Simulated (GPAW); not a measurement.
BN (F-43m): refractive index against wavelength

The refractive index of BN (F-43m) below the direct gap (8.79 eV on the mesh) is read from one computed spectrum, n = √(Re ε).

Symmetry: F-43m, No. 216, cubic system. The conventional cell has a = 3.615 Å, b = 3.615 Å, c = 3.615 Å, α = 90.00°, β = 90.00°, γ = 90.00°. N on site c is surrounded by 4 B at 1.57 Å. B on site a has 4 N at 1.57 Å as nearest neighbours.

Method: GPAW 26.7.0, PBE, RPA, k-mesh 22×22×22, local fields up to 60 eV, Lorentzian half width 0.2 eV.

Launch of the response step: `OMP_NUM_THREADS=1 python df.py`. The run took 74 s, its band step included, on 1 thread of Arm Neoverse N1, on a shared host.

| wavelength (nm) | photon energy E (eV) | n |
| --- | --- | --- |
| 532 | 2.331 | 2.1585 |
| 450 | 2.755 | 2.1709 |
| 405 | 3.061 | ? |
| 365 | 3.397 | 2.1944 |
| 308 | 4.025 | 2.2240 |
| 266 | 4.661 | 2.2618 |
| 248 | 4.999 | 2.2857 |

In the single-oscillator model n² − 1 = E₀E_d/(E₀² − E²), so 1/(n² − 1) = E₀/E_d − E²/(E₀E_d) is linear in E².

Working, on the rows shown:

| x = E² (eV²) | y = 1/(n² − 1) |
| --- | --- |
| 5.43137 | 0.27329 |
| 7.59115 | 0.269338 |
| 11.5384 | 0.262096 |
| 16.2043 | 0.25341 |
| 21.7255 | 0.24297 |
| 24.9936 | 0.236719 |

Means: x̄ = 14.581, ȳ = 0.2563. Σ(x − x̄)(y − ȳ) = -0.568, Σ(x − x̄)² = 303.9. Slope = -0.568 / 303.9 = -0.001869; intercept = ȳ − slope · x̄ = 0.28355. Turned back into n, the line misses the rows shown by at most 0.00049.

Q: Fill in the last column of the withheld row.

A: At x = 9.3718 the line gives y = 0.26604, that is 2.1815. The run gave 2.1813, so the interpolation is off by 0.00018, 0.1 % of the range in the table.

Refitted with all rows, the slope is -0.00187 and the intercept 0.28357. These give E₀ = √(intercept/−slope) = 12.32 eV and E_d = E₀/intercept = 43.4 eV; E₀ is 1.4 times the direct gap. The electronic limit at long wavelengths, without lattice vibrations, is n = √(1 + 1/intercept) = 2.128. Excitons are left out; PBE gaps are as a rule too small. The values come from a sum over the points of one k-mesh and carry its error, which grows as the direct gap shrinks. The local-field cutoff holds few shells of reciprocal vectors for this small cell, so ε∞ can read a few per cent high.
